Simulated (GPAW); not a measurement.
# Work function of Sc2COS MXene monolayer at several levels, part 2 of 2

Wanted: work functions and dipole of Sc2COS MXene monolayer, with the cost of each level.

GPAW 26.7.0; GPAW, PAW setups; layer in a repeated cell with vacuum, relaxation of atoms and in-plane cell (the session's first sound run).

So far, upper work function (eV): step 3 (plane waves, PBE) 6.16; step 4 (revPBE) 6.02; step 5 (GPAW, PAW setups) 6.41.

## 6. Self-consistent run: xc = "LDA"

The same geometry under LDA, to see how far the functional moves the levels against the vacuum.

File run.py:

```python
import json
import numpy as np
from ase import Atoms
from gpaw import GPAW, PW

slab = Atoms(
    ['S', 'Sc', 'C', 'Sc', 'O'],
    positions=[
        [0.00000, 1.91028, 8.00000],
        [1.65435, 0.95514, 9.63901],
        [-0.00000, 0.00000, 10.90003],
        [0.00000, 1.91028, 12.58002],
        [1.65435, 0.95514, 13.28530]],
    cell=[[3.3087, 0.0, 0.0], [-1.65435, 2.86542, 0.0], [0.0, 0.0, 21.2853]],
    pbc=[True, True, False])

slab.calc = GPAW(mode=PW(500), xc='LDA', kpts={'size': (12, 12, 1), 'gamma': True},
                 occupations={'name': 'fermi-dirac', 'width': 0.05}, nbands='160%',
                 convergence={'density': 1e-05}, maxiter=200,
                 poissonsolver={'dipolelayer': 'xy'},
                 symmetry={'tolerance': 1e-3}, txt='slab.txt')
result = {}
energy = slab.get_potential_energy()
fermi = slab.calc.get_fermi_level()
v = slab.calc.get_electrostatic_potential().mean((0, 1)) - fermi
n = slab.calc.get_pseudo_density().mean((0, 1))
L = slab.cell[2, 2]
z = np.arange(len(v)) * L / len(v)
low, high = slab.positions[:, 2].min(), slab.positions[:, 2].max()
below, above = np.interp([low - 5.8, high + 5.8], z, v)
slopes = [np.interp(x, z, np.gradient(v, z)) for x in (low - 5.8, high + 5.8)]
eps = np.array([[slab.calc.get_eigenvalues(k, s) for k in range(len(slab.calc.get_ibz_k_points()))]
                for s in range(slab.calc.get_number_of_spins())]) - fermi
top, bottom = eps[eps < 0].max(), eps[eps > 0].min()
dipole = slab.get_dipole_moment()[2]
print(f'energy {energy:.4f} eV, Fermi level {fermi:.4f} eV, dipole {dipole:.5f} e A')
print(f'potential 5.8 A off the faces, from the Fermi level: lower {below:.4f} eV, upper {above:.4f} eV')
print(f'slope of the potential there: lower {slopes[0]:.5f}, upper {slopes[1]:.5f} eV/A')
print(f'nearest levels on the mesh: {top:.4f} and {bottom:.4f} eV')
print('magnetic moment', round(slab.get_magnetic_moment(), 3))
result.update(energy=energy, fermi=fermi, dipole=dipole, below=below, above=above, slopes=slopes, edges=[top, bottom],
              z=z.tolist(), v=v.tolist(), n=n.tolist(), positions=slab.positions.tolist(),
              forces=slab.get_forces(apply_constraint=False).tolist(), moments=slab.get_magnetic_moments().tolist())
json.dump(result, open('result.json', 'w'))
```

On the command line:

```console
OMP_NUM_THREADS=1 OPENBLAS_NUM_THREADS=1 python run.py
```

The job ended after 55 s (1 thread of Intel Xeon Platinum 8488C (Sapphire Rapids), shared host; peak memory 0.27 GiB).

This step gave:

| Property | Result |
| --- | --- |
| dipole along the normal | 0.01507 e·Å |
| levels nearest the Fermi level on the mesh | -0.05822, 0.04340 eV from the Fermi level |
| upper work function | 6.507 eV |
| lower work function | 6.809 eV |

The electrostatic potential energy of an electron (without an applied field's), less the Fermi level, planar mean oscillates, so the rows of the table below give means over windows of 0.5 Å about each position, cut where the curve ends. Its maxima inside the range that stand out by 2 % of the span (Å: eV): 8.74: -2.29, 10.45: -3.65, 11.59: 0.201. Its minima: 7.98: -15.6, 9.60: -12.7, 10.83: -7.59, 12.64: -13.4.

Table of electrostatic potential energy of an electron (without an applied field's), less the Fermi level, planar mean by z; means over each step:

```
z (Å)  electrostatic potential energy of an electron (without an applied field's), less the Fermi level, planar mean (eV)
  0.0                                                                                                                6.71
  0.5                                                                                                                6.80
  1.0                                                                                                                6.81
  1.5                                                                                                                6.81
  2.0                                                                                                                6.81
  2.5                                                                                                                6.81
  3.0                                                                                                                6.81
  3.5                                                                                                                6.81
  4.0                                                                                                                6.81
  4.5                                                                                                                6.81
  5.0                                                                                                                6.80
  5.5                                                                                                                6.79
  6.0                                                                                                                6.72
  6.5                                                                                                                6.37
  7.0                                                                                                                4.59
  7.5                                                                                                               -2.89
  8.0                                                                                                               -13.6
  8.5                                                                                                               -5.49
  9.0                                                                                                               -4.17
  9.5                                                                                                               -11.2
 10.0                                                                                                               -8.41
 10.5                                                                                                               -4.53
 11.0                                                                                                               -5.81
 11.5                                                                                                              -0.410
 12.0                                                                                                               -4.18
 12.5                                                                                                               -12.1
 13.0                                                                                                               -12.2
 13.5                                                                                                               -5.48
 14.0                                                                                                                3.93
 14.5                                                                                                                6.05
 15.0                                                                                                                6.42
 15.5                                                                                                                6.49
 16.0                                                                                                                6.50
 16.5                                                                                                                6.51
 17.0                                                                                                                6.51
 17.5                                                                                                                6.51
 18.0                                                                                                                6.51
 18.5                                                                                                                6.51
 19.0                                                                                                                6.51
 19.5                                                                                                                6.51
 20.0                                                                                                                6.51
 20.5                                                                                                                6.51
 21.0                                                                                                                6.54
```

The upper face's work function is 6.507 eV, against 6.163 eV in the first plane-wave PBE run at this geometry.

## 7. Self-consistent run: xc = "RPBE"

The same geometry under RPBE, to see how far the functional moves the levels against the vacuum.

run.py: that of step 6 with these lines changed.

```diff
@@ -16,3 +16,3 @@
 
-slab.calc = GPAW(mode=PW(500), xc='LDA', kpts={'size': (12, 12, 1), 'gamma': True},
+slab.calc = GPAW(mode=PW(500), xc='RPBE', kpts={'size': (12, 12, 1), 'gamma': True},
                  occupations={'name': 'fermi-dirac', 'width': 0.05}, nbands='160%',
```

Elapsed: 59 s, on 1 thread; peak memory 0.27 GiB.

Numbers from this step:

```
dipole along the normal                    : 0.02730 e·Å
levels nearest the Fermi level on the mesh : -0.05490, 0.04103 eV from the Fermi level
upper work function                        : 6.012 eV
lower work function                        : 6.547 eV
```

The upper face's work function is 6.012 eV, against 6.163 eV in the first plane-wave PBE run at this geometry.

## 8. Self-consistent run: xc = "vdW-DF2"

The same geometry under vdW-DF2, to see how far the functional moves the levels against the vacuum (the van der Waals functionals take revPBE setups).

run.py: that of step 7 with these lines changed.

```diff
@@ -16,3 +16,3 @@
 
-slab.calc = GPAW(mode=PW(500), xc='RPBE', kpts={'size': (12, 12, 1), 'gamma': True},
+slab.calc = GPAW(mode=PW(500), xc='vdW-DF2', kpts={'size': (12, 12, 1), 'gamma': True},
                  occupations={'name': 'fermi-dirac', 'width': 0.05}, nbands='160%',
```

Run time: 1.7 min. Hardware: 1 thread; peak memory 0.46 GiB.

Numbers from this step:

```
dipole along the normal                    : 0.01624 e·Å
levels nearest the Fermi level on the mesh : -0.05087, 0.04711 eV from the Fermi level
upper work function                        : 6.664 eV
lower work function                        : 6.988 eV
```

The upper face's work function is 6.664 eV, against 6.163 eV in the first plane-wave PBE run at this geometry.

## 9. Real-space grid: mode = "fd"

A real-space grid is a second complete basis, so it checks the plane-wave result.

run.py: that of step 8 with these lines changed.

```diff
@@ -3,3 +3,3 @@
 from ase import Atoms
-from gpaw import GPAW, PW
+from gpaw import GPAW
 
@@ -16,3 +16,3 @@
 
-slab.calc = GPAW(mode=PW(500), xc='vdW-DF2', kpts={'size': (12, 12, 1), 'gamma': True},
+slab.calc = GPAW(mode='fd', h=0.18, xc='PBE', kpts={'size': (12, 12, 1), 'gamma': True},
                  occupations={'name': 'fermi-dirac', 'width': 0.05}, nbands='160%',
```

Elapsed: 2.9 min, on 1 thread; peak memory 0.62 GiB.

Numbers from this step:

```yaml
dipole_along_the_normal: 0.02331 e·Å
levels_nearest_the_fermi_level_on_the_mesh: -0.05771, 0.04038 eV from the Fermi level
upper_work_function: 6.170 eV
lower_work_function: 6.615 eV
```

The electrostatic potential energy of an electron (without an applied field's), less the Fermi level, planar mean oscillates, so the rows of the table below give means over windows of 0.5 Å about each position, cut where the curve ends. Its maxima inside the range that stand out by 2 % of the span (Å: eV): 8.78: -2.50, 10.38: -3.95, 11.53: -0.0632. Its minima: 7.98: -15.8, 9.67: -13.1, 10.91: -7.93, 12.59: -13.7.

Electrostatic potential energy of an electron (without an applied field's), less the Fermi level, planar mean against z; means over each step:

| z (Å) | electrostatic potential energy of an electron (without an applied field's), less the Fermi level, planar mean (eV) |
| --- | --- |
| 0.0 | 6.58 |
| 0.5 | 6.62 |
| 1.0 | 6.62 |
| 1.5 | 6.62 |
| 2.0 | 6.62 |
| 2.5 | 6.62 |
| 3.0 | 6.62 |
| 3.5 | 6.61 |
| 4.0 | 6.61 |
| 4.5 | 6.61 |
| 5.0 | 6.61 |
| 5.5 | 6.60 |
| 6.0 | 6.53 |
| 6.5 | 6.19 |
| 7.0 | 4.44 |
| 7.5 | -3.03 |
| 8.0 | -13.9 |
| 8.5 | -5.66 |
| 9.0 | -4.44 |
| 9.5 | -11.5 |
| 10.0 | -8.69 |
| 10.5 | -4.82 |
| 11.0 | -6.08 |
| 11.5 | -0.679 |
| 12.0 | -4.52 |
| 12.5 | -12.4 |
| 13.0 | -12.5 |
| 13.5 | -5.80 |
| 14.0 | 3.64 |
| 14.5 | 5.70 |
| 15.0 | 6.08 |
| 15.5 | 6.15 |
| 16.0 | 6.17 |
| 16.5 | 6.17 |
| 17.0 | 6.17 |
| 17.5 | 6.17 |
| 18.0 | 6.17 |
| 18.5 | 6.17 |
| 19.0 | 6.17 |
| 19.5 | 6.17 |
| 20.0 | 6.17 |
| 20.5 | 6.17 |
| 21.0 | 6.17 |

The upper face's work function is 6.170 eV, against 6.163 eV in the first plane-wave PBE run at this geometry.

## 10. Atomic orbitals: mode = "lcao"

Atom-centred orbitals end a few angstrom from the surface, which tests how much the density's tail matters.

run.py: that of step 9 with these lines changed.

```diff
@@ -16,4 +16,4 @@
 
-slab.calc = GPAW(mode='fd', h=0.18, xc='PBE', kpts={'size': (12, 12, 1), 'gamma': True},
-                 occupations={'name': 'fermi-dirac', 'width': 0.05}, nbands='160%',
+slab.calc = GPAW(mode='lcao', basis='dzp', h=0.18, xc='PBE', kpts={'size': (12, 12, 1), 'gamma': True},
+                 occupations={'name': 'fermi-dirac', 'width': 0.05}, nbands='120%',
                  convergence={'density': 1e-05}, maxiter=200,
```

Wall time 5.7 min (1 thread); peak memory 0.33 GiB.

Numbers from this step:

* dipole along the normal: 0.01812 e·Å
* levels nearest the Fermi level on the mesh: -0.03919, 0.04021 eV from the Fermi level
* upper work function: 6.262 eV
* lower work function: 6.608 eV

The upper face's work function is 6.262 eV, against 6.163 eV in the first plane-wave PBE run at this geometry.

## 11. Cost and result by level

Times are for 1 thread of Intel Xeon Platinum 8488C (Sapphire Rapids), shared host. Results by setting:

| no. | run | upper work function (eV) | lower work function (eV) | time | memory (GiB) |
| --- | --- | --- | --- | --- | --- |
| 1 | pw | 6.163 | 6.622 | 55 s | 0.27 |
| 2 | revPBE | 6.018 | 6.543 | 55 s | 0.27 |
| 3 | optPBE vdW | 6.415 | 6.834 | 75 s | 0.46 |
| 4 | LDA | 6.507 | 6.809 | 55 s | 0.27 |
| 5 | RPBE | 6.012 | 6.547 | 59 s | 0.27 |
| 6 | vdW DF2 | 6.664 | 6.988 | 1.7 min | 0.46 |
| 7 | fd | 6.170 | 6.615 | 2.9 min | 0.62 |
| 8 | lcao | 6.262 | 6.608 | 5.7 min | 0.33 |

## 12. Side by side

Results and costs are gathered.

This step: comparison of work functions, dipole and cost (GPAW 26.7.0).

Ladder, by row:

```
      step  code  work function, upper (eV)  work function, lower (eV)  dipole (e Å)  wall time (s)  peak memory (GiB)  threads
        pw  GPAW                      6.163                      6.622        0.0233          54.83               0.27        1
    revPBE  GPAW                      6.018                      6.543       0.02675          55.05               0.27        1
optPBE-vdW  GPAW                      6.415                      6.834       0.02121          74.98               0.46        1
       LDA  GPAW                      6.507                      6.809       0.01507          55.17               0.27        1
      RPBE  GPAW                      6.012                      6.547        0.0273          58.93               0.27        1
   vdW-DF2  GPAW                      6.664                      6.988       0.01624          100.5               0.46        1
        fd  GPAW                       6.17                      6.615       0.02331          172.8               0.62        1
      lcao  GPAW                      6.262                      6.608       0.01812          344.3               0.33        1
```

## 13. What came out

| Quantity | Value |
| --- | --- |
| work function, upper and lower face | 6.163 and 6.622 eV |
| dipole along the normal | 0.0233 e Å |

**Reading.** With plane waves and PBE the work function is 6.16 eV on the upper face and 6.62 eV on the lower. The two faces differ by 0.46 eV, the step that the slab's dipole makes (e p/(ε0 A) gives 0.44 eV), so the dipole layer is needed. Over the sound runs of the table the upper face's work function spans 6.012 (RPBE) to 6.664 eV (vdW-DF2). The relaxation of atoms and cell ran in a fully periodic cell without the dipole layer, so the atoms of this polar layer felt a small spurious field. The layer's cell and atoms come from the relaxation; spin-orbit coupling and temperature are left out.

[Logs are printed without paths, hosts, clocks, repeated set-up lines and the standing remarks that a program may print on its own settings, such as how far it seeks lower states.]

[Hosts, paths, dates, database ids (printed as entryN), source tags and the programs' standing remarks are cut or masked in the printed files.]
